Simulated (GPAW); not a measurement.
# The basis that the transmission of a carbon nanotube (3, 3); an Al atom over a ring needs, part 2 of 3

Wanted: the zero-bias transmission of a carbon nanotube (3, 3); an Al atom over a ring on a ladder of levels, with run times.

GPAW 26.7.0; GPAW LCAO, PAW setups; Landauer transmission from Green's functions with principal layers (ASE), zero bias.

So far, conductance (G₀): step 2 (GPAW, szp) 1.94.

## 3. Minimal basis, basis sz(dzp)

The minimal basis is the cheapest rung: no second zeta and no polarisation.

run.py

```python
import json
import numpy as np
from ase import Atoms
from ase.transport.calculators import TransportCalculator
from gpaw import GPAW, FermiDirac
from gpaw.lcao.tools import get_lcao_hamiltonian
from scipy.linalg import eigh

# The junction with lead layers at both ends, along the third cell vector
device = Atoms(
    ['C', 'C', 'C', 'C', 'C', 'C', 'C', 'C', 'C', 'C', 'C', 'C', 'C', 'C', 'C', 'C', 'C', 'C', 'C', 'C', 'C', 'C', 'C', 'C', 'C', 'C', 'C', 'C', 'C', 'C', 'C', 'C', 'C', 'C', 'C', 'C', 'C', 'C', 'C', 'C', 'C', 'C', 'C', 'C', 'C', 'C', 'C', 'C', 'C', 'C', 'C', 'C', 'C', 'C', 'C', 'C', 'C', 'C', 'C', 'C', 'C', 'C', 'C', 'C', 'C', 'C', 'C', 'C', 'Al', 'C', 'C', 'C', 'C', 'C', 'C', 'C', 'C', 'C', 'C', 'C', 'C', 'C', 'C', 'C', 'C', 'C', 'C', 'C', 'C', 'C', 'C', 'C', 'C', 'C', 'C', 'C', 'C', 'C', 'C', 'C', 'C', 'C', 'C', 'C', 'C', 'C', 'C', 'C', 'C', 'C', 'C', 'C', 'C', 'C', 'C', 'C', 'C', 'C', 'C', 'C', 'C', 'C', 'C', 'C', 'C', 'C', 'C', 'C', 'C', 'C', 'C', 'C', 'C', 'C', 'C', 'C', 'C', 'C', 'C', 'C', 'C', 'C', 'C', 'C', 'C'],
    positions=[
        [4.12267, 6.72967, 0.61488],
        [5.01700, 7.79550, 0.61488],
        [5.01700, 4.27250, 0.61488],
        [6.38720, 4.03090, 0.61488],
        [7.59213, 7.34143, 0.61488],
        [8.06800, 6.03400, 0.61488],
        [4.00000, 6.03400, 1.84463],
        [4.47587, 4.72657, 1.84463],
        [5.68080, 8.03710, 1.84463],
        [7.05100, 7.79550, 1.84463],
        [7.05100, 4.27250, 1.84463],
        [7.94534, 5.33833, 1.84463],
        [4.12267, 6.72967, 3.07439],
        [5.01700, 7.79550, 3.07439],
        [5.01700, 4.27250, 3.07439],
        [6.38720, 4.03090, 3.07439],
        [7.59213, 7.34143, 3.07439],
        [8.06800, 6.03400, 3.07439],
        [4.00000, 6.03400, 4.30415],
        [4.47587, 4.72657, 4.30415],
        [5.68080, 8.03710, 4.30415],
        [7.05100, 7.79550, 4.30415],
        [7.05100, 4.27250, 4.30415],
        [7.94534, 5.33833, 4.30415],
        [4.12267, 6.72967, 5.53390],
        [5.01700, 7.79550, 5.53390],
        [5.01700, 4.27250, 5.53390],
        [6.38720, 4.03090, 5.53390],
        [7.59213, 7.34143, 5.53390],
        [8.06800, 6.03400, 5.53390],
[... 109 atom lines left out ...]
        [4.00000, 6.03400, 28.89927],
        [4.47587, 4.72657, 28.89927],
        [5.68080, 8.03710, 28.89927],
        [7.05100, 7.79550, 28.89927],
        [7.05100, 4.27250, 28.89927],
        [7.94534, 5.33833, 28.89927]],
    cell=[[12.068, 0.0, 0.0], [0.0, 12.068, 0.0], [0.0, 0.0, 29.51415]],
    pbc=True,
    magmoms=[0.0, 0.0, 0.0, 0.0, 0.0, 0.0, 0.0, 0.0, 0.0, 0.0, 0.0, 0.0, 0.0, 0.0, 0.0, 0.0, 0.0, 0.0, 0.0, 0.0, 0.0, 0.0, 0.0, 0.0, 0.0, 0.0, 0.0, 0.0, 0.0, 0.0, 0.0, 0.0, 0.0, 0.0, 0.0, 0.0, 0.0, 0.0, 0.0, 0.0, 0.0, 0.0, 0.0, 0.0, 0.0, 0.0, 0.0, 0.0, 0.0, 0.0, 0.0, 0.0, 0.0, 0.0, 0.0, 0.0, 0.0, 0.0, 0.0, 0.0, 0.0, 0.5, 0.0, 0.0, 0.5, 0.0, 0.5, 0.0, 0.0, 0.5, 0.0, 0.0, 0.0, 0.0, 0.0, 0.5, 0.0, 0.0, 0.0, 0.0, 0.0, 0.0, 0.0, 0.0, 0.0, 0.0, 0.0, 0.0, 0.0, 0.0, 0.0, 0.0, 0.0, 0.0, 0.0, 0.0, 0.0, 0.0, 0.0, 0.0, 0.0, 0.0, 0.0, 0.0, 0.0, 0.0, 0.0, 0.0, 0.0, 0.0, 0.0, 0.0, 0.0, 0.0, 0.0, 0.0, 0.0, 0.0, 0.0, 0.0, 0.0, 0.0, 0.0, 0.0, 0.0, 0.0, 0.0, 0.0, 0.0, 0.0, 0.0, 0.0, 0.0, 0.0, 0.0, 0.0, 0.0, 0.0, 0.0, 0.0, 0.0, 0.0, 0.0, 0.0, 0.0])

# One principal layer of the lead: the first 36 atoms of the device
lead = Atoms(
    ['C', 'C', 'C', 'C', 'C', 'C', 'C', 'C', 'C', 'C', 'C', 'C', 'C', 'C', 'C', 'C', 'C', 'C', 'C', 'C', 'C', 'C', 'C', 'C', 'C', 'C', 'C', 'C', 'C', 'C', 'C', 'C', 'C', 'C', 'C', 'C'],
    positions=[
        [4.12267, 6.72967, 0.61488],
        [5.01700, 7.79550, 0.61488],
        [5.01700, 4.27250, 0.61488],
        [6.38720, 4.03090, 0.61488],
        [7.59213, 7.34143, 0.61488],
        [8.06800, 6.03400, 0.61488],
        [4.00000, 6.03400, 1.84463],
        [4.47587, 4.72657, 1.84463],
        [5.68080, 8.03710, 1.84463],
        [7.05100, 7.79550, 1.84463],
        [7.05100, 4.27250, 1.84463],
        [7.94534, 5.33833, 1.84463],
        [4.12267, 6.72967, 3.07439],
        [5.01700, 7.79550, 3.07439],
        [5.01700, 4.27250, 3.07439],
        [6.38720, 4.03090, 3.07439],
        [7.59213, 7.34143, 3.07439],
        [8.06800, 6.03400, 3.07439],
        [4.00000, 6.03400, 4.30415],
        [4.47587, 4.72657, 4.30415],
        [5.68080, 8.03710, 4.30415],
        [7.05100, 7.79550, 4.30415],
        [7.05100, 4.27250, 4.30415],
        [7.94534, 5.33833, 4.30415],
        [4.12267, 6.72967, 5.53390],
        [5.01700, 7.79550, 5.53390],
        [5.01700, 4.27250, 5.53390],
        [6.38720, 4.03090, 5.53390],
        [7.59213, 7.34143, 5.53390],
        [8.06800, 6.03400, 5.53390],
        [4.00000, 6.03400, 6.76366],
        [4.47587, 4.72657, 6.76366],
        [5.68080, 8.03710, 6.76366],
        [7.05100, 7.79550, 6.76366],
        [7.05100, 4.27250, 6.76366],
        [7.94534, 5.33833, 6.76366]],
    cell=[[12.068, 0.0, 0.0], [0.0, 12.068, 0.0], [0.0, 0.0, 7.37854]],
    pbc=True,
    magmoms=[0.0, 0.0, 0.0, 0.0, 0.0, 0.0, 0.0, 0.0, 0.0, 0.0, 0.0, 0.0, 0.0, 0.0, 0.0, 0.0, 0.0, 0.0, 0.0, 0.0, 0.0, 0.0, 0.0, 0.0, 0.0, 0.0, 0.0, 0.0, 0.0, 0.0, 0.0, 0.0, 0.0, 0.0, 0.0, 0.0])

settings = dict(mode='lcao', basis='sz(dzp)', xc='PBE', h=0.2,
                occupations=FermiDirac(0.1), maxiter=250,
                mixer=dict(beta=0.05, nmaxold=8, weight=100.0),
                convergence=dict(density=0.0001))
energies = np.arange(-2, 2 + 1e-9, 0.05)
eta = 0.0001
n1, n2 = 1, 1
# k and -k transmit alike, so half of the mesh across the current serves
mesh = [(i, j) for i in range(n1) for j in range(n2) if (i, j) <= (-i % n1, -j % n2)]
weights = np.array([1 if (i, j) == (-i % n1, -j % n2) else 2 for i, j in mesh]) / (n1 * n2)


def ground_state(atoms, size, txt):
    atoms.calc = GPAW(kpts={'size': size, 'gamma': True}, symmetry={'tolerance': 1e-3}, txt=txt, **settings)
    atoms.get_potential_energy()
    return atoms.calc.get_fermi_level()


def blocks(atoms, fermi, points, nz, cells):
    """H - E_F S and S between cell 0 and the cells above it, at each point across the current."""
    kz = np.arange(nz) / nz
    calc = atoms.calc.fixed_density(kpts=[(*k, z) for k in points for z in kz], symmetry='off', txt=None)
    H, S = get_lcao_hamiltonian(calc)
    H = (H - fermi * S).reshape(len(H), len(points), nz, *S.shape[1:])
    S = S.reshape(H.shape[1:])
    phases = [np.exp(-2j * np.pi * kz * R) / nz for R in cells]
    return [(np.einsum('skzij,z->ksij', H, p), np.einsum('kzij,z->kij', S, p)) for p in phases]


def pair(a, b):
    return np.block([[a, b], [b.T.conj(), a]])


def count_channels(h, s, cells, nk=240):
    """Half the number of times that the lead's bands cross each energy, unfolded to its shortest repeat."""
    b = len(h) // cells
    bands = []
    for k in (np.arange(nk + 1) + 0.5) / nk:
        hk, sk = h[:b, :b].copy(), s[:b, :b].copy()
        for R in range(1, cells):
            phase, block = np.exp(2j * np.pi * k * R), slice(R * b, (R + 1) * b)
            hk += h[:b, block] * phase + (h[:b, block] * phase).T.conj()
            sk += s[:b, block] * phase + (s[:b, block] * phase).T.conj()
        w, u = eigh(sk)
        x = u[:, w > 1e-5] / w[w > 1e-5]**0.5  # drop near-dependent combinations
        bands.append(np.r_[eigh(x.T.conj() @ hk @ x, eigvals_only=True), [1e9] * (w <= 1e-5).sum()])
    below = np.array(bands)[:, :, None] < energies
    return (below[1:] != below[:-1]).sum((0, 1)) / 2


fermi_lead = ground_state(lead, (1, 1, 15), 'lead.txt')
fermi_device = ground_state(device, (1, 1, 3), 'device.txt')
T, channels, eigen, tail, misfit, shifts = [], [], [], 0.0, 0.0, []
for first in range(0, len(mesh), 2):
    points = [(i / n1, j / n2) for i, j in mesh[first:first + 2]]
    (H0k, S0k), (H1k, S1k), (H2k, _) = blocks(lead, fermi_lead, points, 5, range(3))
    [(Hk, Sk)] = blocks(device, fermi_device, points, 2, [0])
    tail = max(tail, abs(H2k).max())
    for H0, S0, H1, S1, H, S in zip(H0k, S0k, H1k, S1k, Hk, Sk):
        n = len(S0)
        # Shift the lead onto the potential of the device's first layer
        shift = ((H[:, 0, 0] - H0[:, 0, 0]) / S0[0, 0]).real.mean()
        shifts.append(shift)
        misfit = max(misfit, abs(H[:, :n, :n] - H0 - shift * S0).max())
        Tk, Ck, Ek = [], [], []
        for s in range(len(H)):
            t = s % len(H0)  # a lead without moments serves both spins
            h1, s1 = pair(H0[t] + shift * S0, H1[t] + shift * S1), pair(S0, S1)
            leads = dict(h1=h1, s1=s1, energies=energies, eta=eta, eta1=eta, eta2=eta)
            calc = TransportCalculator(h=H[s], s=S, eigenchannels=3, **leads)
            Tk.append(calc.get_transmission())
            Ek.append(np.sort(calc.eigenchannels_ne, axis=0)[::-1])
            Ck.append(count_channels(h1, s1, 6))
        T.append(Tk)
        channels.append(Ck)
        eigen.append(Ek)
T, channels = np.array(T), np.array(channels)
mean, open_channels = np.einsum('kse,k->se', T, weights), np.einsum('kse,k->se', channels, weights)

print(f'basis functions: device {len(S)}, principal layer {n}')
print(f'Fermi level: lead {fermi_lead:.4f} eV, device {fermi_device:.4f} eV; lead shifted by {np.mean(shifts):.4f} eV')
print(f'largest coupling past the next layer {tail:.2e} eV, largest misfit of the first layer {misfit:.3f} eV')
print('  E-E_F (eV)   ' + 'T up        T down      channels up  channels down')
for e, t, c in zip(energies, mean.T, open_channels.T):
    print(f'{e:10.3f}  ', *[f'{x:11.4e}' for x in t], *[f'{x:9.4f}' for x in c])

kT = 8.617333e-5 * 300
fine = np.linspace(energies[0], energies[-1], 4001)
both = np.exp(np.interp(fine, energies, np.log(np.maximum(mean.sum(0) * 2 / len(mean), 1e-30))))
fermi = lambda mu: 1 / (1 + np.exp(np.clip((fine - mu) / kT, -200, 200)))
slope = fermi(0) * (1 - fermi(0)) / kT
G = np.trapezoid(both * slope, fine) / 2
seebeck = -np.trapezoid(both * slope * fine, fine) / (2 * G * 300) * 1e6
print(f'conductance at 300 K: {G:.5g} G0 a cell; thermopower {seebeck:.4g} uV/K')
bias = [0.1, 0.2, 0.5, 1.0, 1.5, 2.0]
current = [38.74 * np.trapezoid(both * (fermi(V / 2) - fermi(-V / 2)), fine) for V in bias]
for V, I in zip(bias, current):
    print(f'current from the zero-bias T(E) at {V} V: {I:.5g} uA')
zero = abs(energies).argmin()
json.dump(dict(energies=energies.tolist(), T=mean.tolist(), channels=open_channels.tolist(), G=G, seebeck=seebeck,
               bias=bias, current=current, tail=tail, misfit=misfit, shift=np.mean(shifts), n_device=len(S), n_lead=n,
               fermi=[fermi_lead, fermi_device], energy=device.get_potential_energy(),
               moments=device.get_magnetic_moments().tolist(), mesh=mesh, weights=weights.tolist(),
               T_k=T[:, :, zero].tolist(), eigen=np.array(eigen[0]).tolist()), open('result.json', 'w'))
```

Started as:

```console
> OMP_NUM_THREADS=1 OPENBLAS_NUM_THREADS=1 python run.py
```

What it wrote:

```text
basis functions: device 580, principal layer 144
Fermi level: lead -3.6555 eV, device -3.4011 eV; lead shifted by -0.0081 eV
largest coupling past the next layer 3.28e-15 eV, largest misfit of the first layer 0.032 eV
  E-E_F (eV)   T up        T down      [channel counts left out]
    -2.000    9.9874e-01  9.9874e-01
    -1.950    9.9859e-01  9.9858e-01
    -1.900    9.9842e-01  9.9842e-01
    -1.850    9.9827e-01  9.9827e-01
    -1.800    9.9814e-01  9.9814e-01
    -1.750    9.9803e-01  9.9803e-01
    -1.700    9.9796e-01  9.9796e-01
    -1.650    9.9793e-01  9.9793e-01
    -1.600    9.9800e-01  9.9800e-01
    -1.550    9.9782e-01  9.9782e-01
    -1.500    9.9802e-01  9.9802e-01
    -1.450    9.9821e-01  9.9821e-01
    -1.400    9.9844e-01  9.9845e-01
    -1.350    9.9871e-01  9.9871e-01
    -1.300    1.6541e+00  1.6539e+00
    -1.250    1.7579e+00  1.7580e+00
[...]
1.650    4.3912e+00  4.3937e+00
     1.700    4.4275e+00  4.4299e+00
     1.750    4.4578e+00  4.4601e+00
     1.800    4.4814e+00  4.4835e+00
     1.850    4.4984e+00  4.5004e+00
     1.900    4.5065e+00  4.5083e+00
     1.950    4.5039e+00  4.5054e+00
     2.000    4.4938e+00  4.4951e+00
conductance at 300 K: 1.9452 G0 a cell; thermopower 0.5158 uV/K
current from the zero-bias T(E) at 0.1 V: 15.067 uA
current from the zero-bias T(E) at 0.2 V: 30.114 uA
current from the zero-bias T(E) at 0.5 V: 74.918 uA
current from the zero-bias T(E) at 1.0 V: 145.2 uA
current from the zero-bias T(E) at 1.5 V: 204.88 uA
current from the zero-bias T(E) at 2.0 V: 266.97 uA
```

Wall time 7.2 min (1 thread of Arm Neoverse V1, shared host); peak memory 2.2 GiB.

This step gave:

```
conductance                                    : 1.945 G₀
largest coupling past the next principal layer : 3.28e-15 eV
largest misfit of the first principal layer    : 0.03242 eV
shift that aligns the lead                     : -0.008060 eV
basis functions of the junction                : 580
basis functions of a principal layer           : 144
transmission at the Fermi level, spin down     : 1.948
```

Each spin. The transmission, zone mean by energy, zero at the Fermi level:

```
energy (eV)  T, spin up  T, spin down
      -2.00       0.999         0.999
      -1.90       0.998         0.998
      -1.80       0.998         0.998
      -1.70       0.998         0.998
      -1.55       0.998         0.998
      -1.45       0.998         0.998
      -1.35       0.999         0.999
      -1.25        1.76          1.76
      -1.15        1.80          1.80
      -1.05        1.63          1.63
      -0.90        1.78          1.77
      -0.80        1.90          1.89
      -0.70        1.93          1.93
      -0.60        1.94          1.94
      -0.50        1.95          1.95
      -0.40        1.96          1.96
      -0.30        1.96          1.96
      -0.25        1.96          1.96
      -0.15        1.96          1.96
      -0.05        1.95          1.95
       0.00        1.95          1.95
       0.05        1.94          1.94
       0.15        1.91          1.91
       0.25        1.86          1.87
       0.40        1.67          1.68
       0.50        1.36          1.36
       0.60       0.972         0.974
       0.70        1.14          1.14
       0.80        1.47          1.47
       0.90        1.65          1.66
       0.95        1.69          1.69
       1.05       0.832         0.832
       1.15       0.989         0.989
       1.25        3.40          3.40
       1.35        3.94          3.94
       1.45        4.16          4.17
       1.55        4.30          4.30
       1.70        4.43          4.43
       1.80        4.48          4.48
       1.90        4.51          4.51
       2.00        4.49          4.50
```

Not self-consistent under bias; the bias window is split evenly. Current through one cell, from the zero-bias transmission against bias:

```
bias (V)  current through one cell, from the zero-bias transmission (μA)
   0.100                                                            15.1
   0.200                                                            30.1
   0.500                                                            74.9
   1.000                                                             145
   1.500                                                             205
   2.000                                                             267
```

Transmission of the three most open eigenchannels against energy, zero at the Fermi level:

```
energy (eV)  channel 1 up  channel 2 up  channel 3 up  channel 1 down  channel 2 down  channel 3 down
      -2.00         0.999       3.4e-12       2.3e-12           0.999         3.4e-12         2.3e-12
      -1.85         0.998             0             0           0.998               0               0
      -1.70         0.998             0             0           0.998               0               0
      -1.50         0.998       3.4e-12             0           0.998         3.4e-12               0
      -1.35         0.999        3.8e-8             0           0.999          3.8e-8               0
      -1.20         0.998         0.791             0           0.998           0.791               0
      -1.05         0.976         0.657             0           0.976           0.659               0
      -0.90         0.965         0.812             0           0.965           0.810               0
      -0.70         0.983         0.946             0           0.983           0.946               0
      -0.55         0.992         0.958             0           0.992           0.958               0
      -0.40         0.997         0.962             0           0.997           0.962               0
      -0.25         0.998         0.962             0           0.998           0.962               0
      -0.10         0.995         0.960             0           0.995           0.960               0
       0.00         0.987         0.960             0           0.988           0.960               0
       0.10         0.978         0.950             0           0.978           0.949               0
       0.25         0.965         0.899             0           0.965           0.900               0
       0.40         0.959         0.716             0           0.959           0.721               0
       0.55         0.955         0.178       5.5e-12           0.955           0.185         5.3e-12
       0.70         0.955         0.186       2.0e-11           0.954           0.183         2.1e-11
       0.90         0.981         0.674       4.3e-11           0.981           0.674         4.3e-11
       1.05         0.801        0.0304        2.0e-7           0.802          0.0301          2.0e-7
       1.20         0.998         0.739         0.430           0.998           0.739           0.431
       1.35         0.997         0.984         0.841           0.997           0.984           0.842
       1.50         0.997         0.995         0.931           0.997           0.995           0.931
       1.70         0.998         0.996         0.969           0.998           0.996           0.970
       1.85         0.998         0.997         0.982           0.998           0.997           0.982
       2.00         0.998         0.998         0.990           0.998           0.998           0.990
```

At the Fermi level the transmission is 1.95 (T, spin up) and 1.95 (T, spin down). The current reaches 267 μA at 2 V, close to what the ratio of current to bias at 0.1 V would give.

## 4. RPBE in the szp basis: xc = "RPBE"

Back in the szp basis, the functional changes from PBE to RPBE, to set the spread between functionals beside that between bases.

Edit run.py of step 3 so:

```diff
@@ -97,3 +97,3 @@
 
-settings = dict(mode='lcao', basis='sz(dzp)', xc='PBE', h=0.2,
+settings = dict(mode='lcao', basis='szp(dzp)', xc='RPBE', h=0.2,
                 occupations=FermiDirac(0.1), maxiter=250,
```

What it wrote:

```text
basis functions: device 1305, principal layer 324
Fermi level: lead -2.4683 eV, device -2.3036 eV; lead shifted by -0.0054 eV
largest coupling past the next layer 4.69e-15 eV, largest misfit of the first layer 0.029 eV
  E-E_F (eV)   T up        T down      [channel counts left out]
    -2.000    9.9839e-01  9.9839e-01
    -1.950    9.9817e-01  9.9817e-01
    -1.900    9.9796e-01  9.9796e-01
[...]
1.950    4.3915e+00  4.3931e+00
     2.000    4.3257e+00  4.3271e+00
conductance at 300 K: 1.9412 G0 a cell; thermopower 1.012 uV/K
current from the zero-bias T(E) at 0.1 V: 15.029 uA
current from the zero-bias T(E) at 0.2 V: 29.995 uA
current from the zero-bias T(E) at 0.5 V: 73.404 uA
current from the zero-bias T(E) at 1.0 V: 136.13 uA
current from the zero-bias T(E) at 1.5 V: 204.51 uA
current from the zero-bias T(E) at 2.0 V: 314.99 uA
```

The job ended after 43 min (1 thread; peak memory 2.9 GiB).

Numbers from this step:

- conductance: 1.941 G₀
- largest coupling past the next principal layer: 4.69e-15 eV
- largest misfit of the first principal layer: 0.02945 eV
- shift that aligns the lead: -0.005437 eV
- basis functions of the junction: 1305
- basis functions of a principal layer: 324
- transmission at the Fermi level, spin up: 1.946
- transmission at the Fermi level, spin down: 1.947

The conductance equals that of the szp run to 0.2 %.

## 5. Cost and result by level

Times are for 1 thread of Arm Neoverse V1, shared host. Results by setting:

```
no.       run  conductance (G₀)     time  memory (GiB)
  1       szp             1.942   43 min           2.9
  2        sz             1.945  7.2 min           2.2
  3  szp RPBE             1.941   43 min           2.9
```

(Part 2 of 3 ends here.)

[Logs are printed without paths, hosts, clocks, repeated set-up lines and the standing remarks that a program may print on its own settings, such as how far it seeks lower states.]

[Hosts, paths, dates, database ids (printed as entryN), source tags and the programs' standing remarks are cut or masked in the printed files.]
